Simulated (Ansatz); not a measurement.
# CsNa (built on the sites of a database entry of LiAg): phonons and vibrational spectra, part 2 of 2

Aim: the phonons of CsNa (built on the sites of a database entry of LiAg) at a cell relaxed beforehand at this level. After the zone centre comes a 2×2×2 q mesh on a 8×8×8 k mesh.

Ansatz 0.2.0; DFT PBEsol, scalar-relativistic, plane waves, PAW.

So far. Step 2 (Linear response at the zone centre): Before it was imposed, the acoustic sum rule was missed by 1.2e-5 eV/Å². Small misses are needed for a sound result but don't prove that mesh and cutoff are converged. The lowest optical mode is real, 79.8 cm⁻¹.

The structure was built from a prototype and need not be the compound's stable phase.

## Step 3: The dispersion

Stability and thermal properties need the whole zone. Linear response on a 2×2×2 q mesh gives force constants as far as a supercell of that size would.

Contents of input.yaml:

```yaml
crystal:
  lattice:
    - [5.0962465328, 0.0, 0.0]
    - [0.0, 5.0962465328, 0.0]
    - [0.0, 0.0, 5.0962465328]
  atoms:
    - { symbol: Cs, position: [0.0, 0.0, 0.0] }
    - { symbol: Na, position: [0.5, 0.5, 0.5] }
kpoints:
  mp_grid: { grid: [8, 8, 8] }
hamiltonian:
  xc: pbesol
scf:
  occupations: { method: methfessel_paxton, width: 0.15 }
output:
  eigenvalues: true
phonons:
  method: dfpt
  qmesh: [2, 2, 2]
  temperatures: { t_max: 1000, t_step: 50 }
  qpath:
    path:
      - [[0.0, 0.0, 0.0], [0.0, 0.5, 0.0], [0.5, 0.5, 0.0], [0.0, 0.0, 0.0], [0.5, 0.5, 0.5], [0.0, 0.5, 0.0]]
      - [[0.5, 0.5, 0.5], [0.5, 0.5, 0.0]]
    npoints: 10
```

Launch:

```console
$ ansatz run input.yaml --threads 4 --pin off --max-ram 7168MiB --backend cpu --events-out ev --progress --plain --runs-dir out
```

Numbers of over 12 decimals in the logs are rounded to 6 here.

Output:

```text
[...]
Crystal: 2 atoms, lattice volume = 132.358 Å³
Basis set: ecut = 420 eV, 2553 PW (Γ), exchange–correlation on 72×72×72 points (8 copies of the dense FFT grid, shifted against one another)
Bands: 13, of which v1, the nominal top of the filled ones, is band 9 counted from 1 (8 counted from 0)
Symmetry: 48 space group operations
k-points: 35 of 512
[...]
SCF iter   1: F=—  HF=-7061.632287 eV  |F-HF|=—  |Δ(HF+E_count)|=         —  Δρ=1.66e-3  dr2=1.40e-2  ethr=1.77e-3  ⟨swp⟩=6.3  Hψ=2814  notcnv=0
[...]
SCF iter  10: F=-7061.628035 eV  HF=-7061.628035 eV  |F-HF|=9.09e-12  |Δ(HF+E_count)|=  8.28e-11  S|Δr|=    0.00e0  Δρ=5.73e-8  dr2=5.69e-12  ethr=1.00e-12  ⟨swp⟩=4.1  Hψ=2232  notcnv=0
SCF 1 converged in 10 iterations: F = -7061.628035 eV  dr2 = 5.69e-12
[...]
iter 1 solved again at ethr=8.07e-8 eV; its pass at ethr=3.10e-3 eV (dr2=1.45e-5 eV) is discarded
SCF iter   1: F=—  HF=-7061.628038 eV  |F-HF|=—  |Δ(HF+E_count)|=         —  Δρ=3.69e-7  dr2=7.42e-11  ethr=8.07e-8  ⟨swp⟩=3.3  Hψ=4309  notcnv=0
eigensolver tolerance schedule: the retry pair's looser diagonalisation over-reported the residual by 195809.19 of it (diagonalisation noise at an unbounded share of the residual, at the tolerance the schedule requests for it); recorded, not acted on — ethr = c·dr2/N_el stays at c = 1.0e-1
[...]
SCF iter   2: F=—  HF=-7061.628035 eV  |F-HF|=—  |Δ(HF+E_count)|=   2.21e-6  S|Δr|=    0.00e0  Δρ=2.77e-7  dr2=3.86e-11  ethr=1.00e-12  ⟨swp⟩=3.2  Hψ=1092  notcnv=0
[...]
SCF iter   4: F=-7061.628035 eV  HF=-7061.628035 eV  |F-HF|=1.82e-12  |Δ(HF+E_count)|=  1.27e-11  S|Δr|=    0.00e0  Δρ=2.00e-8  dr2=7.34e-13  ethr=1.00e-12  ⟨swp⟩=2.8  Hψ=1249  notcnv=0
SCF 2 converged in 4 iterations: F = -7061.628035 eV  dr2 = 7.34e-13
phonons: the bands overlap, so this run is a metal and interpolates without the dipole-dipole term. If the crystal is really an insulator or semiconductor, its LO-TO splitting is missing
NSCF: frozen V_eff on 35 k-points
[...]
DFPT response loops at q = (0, 0, 0) (fractional): preconditioner auto → Kerker (q_TF=auto, 1.956 Å⁻¹) (partly filled bands, converged f_vac=0.000); β = 1.00, the filter's whole step (`scf.mixing.beta` (0.50) is not read by the response loops under this deck's `scf.mixing.preconditioner`; to damp them name `kerker` or `kerker_dos`, under which they read `scf.mixing.beta`, and type it under 1.00, their step now; both keys bind the ground state too); Broyden in place of MSR1
[...]
SCF converged after 10 iterations
[...]
Free energy (F): -7061.628035 eV
[...]
Internal energy: -7061.628316 eV  (E = F + TS)
E sigma→0 (E₀):  -7061.628106 eV
Entropy (-TS):   0.000281 eV (0.141 meV/atom)
Fermi energy:    2.412277 eV
[...]
--- Band table (eV; the first three rows and the last of 35) ---
  k-point 0: bands = [... 5 lower, -7.6857, -7.6857, -7.6857, 0.2626, 3.9144, 3.9144, 6.2291, 6.2291]
  k-point 1: bands = [... 5 lower, -7.7093, -7.6836, -7.6836, 0.3827, 3.8279, 3.9804, 5.9053, 5.9053]
  k-point 2: bands = [... 5 lower, -7.7653, -7.6786, -7.6786, 0.7259, 3.3961, 4.1647, 5.4733, 5.4733]
  k-point 34: bands = [... 5 lower, -7.7981, -7.7981, -7.7981, 3.0820, 3.0820, 3.0820, 4.1597, 5.8028]
--- Phonons (Γ-DFPT): 2 representative perturbations + reference (Σ response iterations 6) ---
  ASR residual: 1.185e-5 → 0.000e0 eV/Å²; symmetrization residual: 1.161e-5 eV/Å²
  ASR residual per site (eV/Å²): 8.37e-6 1.18e-5
  Γ frequencies (cm⁻¹): 0.00 0.00 0.00 79.77 79.77 79.77
--- Phonons (arbitrary-q DFPT): 4 irreducible q on the 2×2×2 mesh ---
  q = [0.0000, 0.0000, 0.0000] (star 1, of the zone-centre solve; hermiticity 5.06e-5, symmetrization 1.85e-11): -0.00 0.00 0.00 79.77 79.77 79.77
  q = [0.0000, 0.0000, -0.5000] (star 3, 4 solved perturbations in 400 linear systems a pass and spin channel, the states on 125 of 512 k-point pairs; hermiticity 2.92e-9, symmetrization 1.44e-9): 28.97 28.97 38.54 49.22 73.08 73.08
[...]
q = [-0.5000, -0.5000, -0.5000] (star 1, 2 solved perturbations on 75 of 512 k-point pairs; hermiticity 6.56e-13, symmetrization 1.27e-12): 42.04 42.04 42.04 60.72 60.72 60.72
  sum rule: each row above includes the acoustic sum rule's correction from the zone centre's row sums; it moved no ω² by more than (0.37 cm⁻¹)²
  mesh force constants: q→R imaginary residual 2.40e-17; ASR residual 1.185e-5 → 0.000e0 eV/Å²; symmetrization residual 6.661e-16 eV/Å²
  interpolated dispersion: 62 rows × 6 modes
  density of states and harmonic sums: on the 12×12×12 q-mesh, interpolated from the force constants of a 2×2×2 supercell (no non-analytic term)
  largest difference from the sums on the solved wave vectors: F 6.90e-2 eV, S 9.87e-5 and C_V 2.98e-5 eV/K
  zero-point energy: 0.017538 eV/cell   skipped modes (ω ≤ 0): 7, of them read as no rigid motion or as one in doubt: 4 (2.778e-2 modes/cell left out, lowest -5.34 cm⁻¹)   left out of the sums: 4.92e-3 of the cell's modes: C_V's classical limit lies that fraction below 3 k_B per atom; for a crystal, a wire or a layer, F and S can be off by more, and a phonons.interpolated_qmesh denser along its periods is the remedy for the sampling
```

The job ended after 45 s (4 threads of Arm Neoverse V2, shared host; peak memory 0.91 GiB; 2.9 min of CPU time).

This step gave:

```yaml
sum_rule_residual_before_enforcement: 1.18e-5 eV/Å²
lowest_frequency_on_the_path: -5.338 cm⁻¹
highest_frequency_on_the_path_or_at_a_solved_wavevector: 79.8 cm⁻¹
lowest_mode_on_the_q_mesh_acoustic_modes_at_gamma_apart: 5.8 cm⁻¹
```

Frequencies (cm⁻¹) solved at each irreducible wavevector; negative means imaginary. Frequencies by wavevector, by row:

```
q in reciprocal lattice units  star  mode 1  mode 2  mode 3  mode 4  mode 5  mode 6
                        0 0 0     1       0       0       0    79.8    79.8    79.8
                     0 0 -0.5     3      29      29    38.5    49.2    73.1    73.1
                  0 -0.5 -0.5     3     5.8     5.8    25.8    70.6    70.6    77.5
               -0.5 -0.5 -0.5     1      42      42      42    60.7    60.7    60.7
```

Interpolated from a 2×2×2 q mesh. The phonon branches at the labelled points (cm⁻¹):

```
    point  branch 1  branch 2  branch 3  branch 4  branch 5  branch 6
        Γ         0         0         0        80        80        80
  halfway        20        20        22        68        77        77
        X        29        29        38        49        73        73
  halfway        15        27        28        62        72        75
        M         6         6        26        71        71        78
  halfway        -5        24        35        64        73        76
        Γ         0         0         0        80        80        80
  halfway        23        23        32        68        71        71
        R        42        42        42        61        61        61
  halfway        17        30        35        64        68        73
        X        29        29        38        49        73        73
jump to R        42        42        42        61        61        61
  halfway        27        27        35        67        67        70
        M         6         6        26        71        71        78
```

The phonon branches as a text plot (rows in cm⁻¹):

```
     78 |****        *****    *******                           *
     74 |  * ********     *****     ****            ******    **
     71 |         ***********  *     ** *          * ***     ****
     67 |   *        *   *    *        ******     ***       **
     64 |    *      *     ****              **  ******     **
     60 |     *    *                         ****     *   *
     57 |         *                                    *
     53 |
     50 |      ***                                      **
     46 |
     43 |                                    ****         *
     39 |       **                          **  ***     ** *
     35 |      *  *        ***                   * **  *   ***
     32 |          *          *        **  **     *****     *
     28 |     *******     *          **  ***      *    ***   ***
     25 |    **     ********** *        *               *       *
     21 |   **    *      *    *     *              *   *
     18 |   *      * *         **      *            * *       *
     14 |  *          *              **              *         *
     11 | **        **  *       *  *
      7 | *           **         *  *                           *
      4 |*              **         *
      0 |                        **
     -4 |                 *******
         Γ      X      M          Γ            R        X|R     M
```

Tetrahedra on a 12×12×12 mesh, mean over bins of 1 cm-1. Interpolated from a 2×2×2 q mesh. Table of phonon density of states by wavenumber; read off at these points:

```
wavenumber (cm⁻¹)  phonon density of states (1/cm⁻¹/cell)
             -5.5                                       0
             -2.5                                 0.00127
              0.5                                  0.0058
              3.5                                  0.0124
              6.5                                  0.0333
              9.5                                  0.0477
             12.5                                  0.0623
             15.5                                  0.0898
             17.5                                  0.0670
             20.5                                  0.0643
             23.5                                  0.0807
             26.5                                   0.155
             28.5                                   0.167
             29.5                                   0.147
             32.5                                   0.181
             33.5                                   0.192
             35.5                                  0.0705
             38.5                                  0.0234
             41.5                                 0.00338
             44.5                                       0
             47.5                                       0
             50.5                                  5.5e-4
             53.5                                 0.00636
             56.5                                  0.0133
             58.5                                  0.0208
             61.5                                  0.0479
             64.5                                   0.159
             65.5                                   0.212
             67.5                                   0.121
             70.5                                   0.209
             73.5                                   0.233
             74.5                                   0.332
             76.5                                   0.137
             79.5                                 0.00798
```

Phonopy on the run's constants, 11x11x11 mesh, Gaussian sigma 2.0 cm-1. Interpolated from a 2×2×2 q mesh. The partial phonon density of states by wavenumber; read off at these points; values in 1/cm⁻¹/cell:

```
wavenumber (cm⁻¹)       Cs       Na
            -15.0        0        0
            -10.0   1.4e-4   3.7e-5
             -5.0  0.00395  0.00106
              0.0  0.00225   6.9e-4
              5.0   0.0170  0.00486
             10.0   0.0377   0.0121
             15.0   0.0565   0.0154
             20.0   0.0561   0.0137
             25.0   0.1000   0.0119
             28.0    0.135   0.0131
             30.0    0.130   0.0122
             35.0    0.102  0.00561
             40.0   0.0164   5.4e-4
             45.0   5.4e-4   3.1e-5
             50.0   2.3e-4  0.00191
             55.0  0.00141  0.00787
             60.0  0.00617   0.0357
             65.0   0.0215    0.121
             70.0   0.0281    0.148
             73.9   0.0217    0.203
             75.0   0.0178    0.189
             80.0   0.0026   0.0230
             85.0   1.6e-5   9.6e-5
             90.0        0        0
```

Second derivatives of the energy by pair, one row for each kind of neighbour of each atom listed. Each entry sums the pair over the periodic images of the supercell that the q mesh stands for, and in a polar crystal it holds the long-range dipole part too. Force constants by pair, by row:

```
atom  neighbour  distance (Å)  third of the trace (eV/Å²)  along the pair's line (eV/Å²)
 Cs1     itself             0                      0.6018                              –
 Cs1         Na         4.413                     -0.0573                        -0.1754
 Cs1         Cs         5.096                     -0.0673                        -0.2008
 Cs1         Cs         7.207                      0.0198                          0.034
 Na2     itself             0                      0.3692                              –
 Na2         Cs         4.413                     -0.0573                        -0.1754
 Na2         Na         5.096                      0.0197                         0.0982
 Na2         Na         7.207                      0.0053                         0.0072
```

Symmetry leaves 4 wavevectors to solve. The lowest mode among them, the acoustic zeros apart, lies at q = (0, -0.5, -0.5) and is real, 5.8 cm⁻¹. Between them the interpolated path dips to 5i cm⁻¹.

## Step 4: Results

```json
{
 "space group (within 0.01 Å)": "Pm-3m",
 "volume per atom": "66.2 Å³",
 "electronic character": "no gap on this mesh",
 "highest optical mode at the zone centre (no LO-TO term)": "79.8 cm⁻¹",
 "lowest optical zone-centre mode": "79.8 cm⁻¹",
 "lowest mode on the q mesh (acoustic modes at Γ apart)": "5.8 cm⁻¹",
 "highest frequency on the path or at a solved wavevector": "79.8 cm⁻¹",
 "imaginary modes on the 2×2×2 q mesh": "none"
}
```

No mode is imaginary at the 4 irreducible wavevectors solved, but between them the interpolated path dips to 5.3i cm⁻¹, so stability is not settled. The optical modes at Γ form one degenerate level at 80 cm⁻¹. The highest mode in this list at Γ, 79.8 cm⁻¹, is mostly motion of Na (85 % of the kinetic energy). With no gap, or one that is small against the smearing, the frequencies hang on the k mesh and the smearing, most of all near Kohn anomalies. Spin-orbit coupling is left out, which can matter for the heavy elements here. The starting cell was built on a prototype and not taken from a measurement, so the phase need not exist. These are harmonic frequencies at zero temperature: anharmonic shifts, linewidths and thermal expansion are left out.

[Logs are printed without paths, hosts, clocks, repeated set-up lines and the standing remarks that a program may print on its own settings, such as how far it seeks lower states.]

[Hosts, paths, dates, database ids (printed as entryN), source tags and the programs' standing remarks are cut or masked in the printed files.]
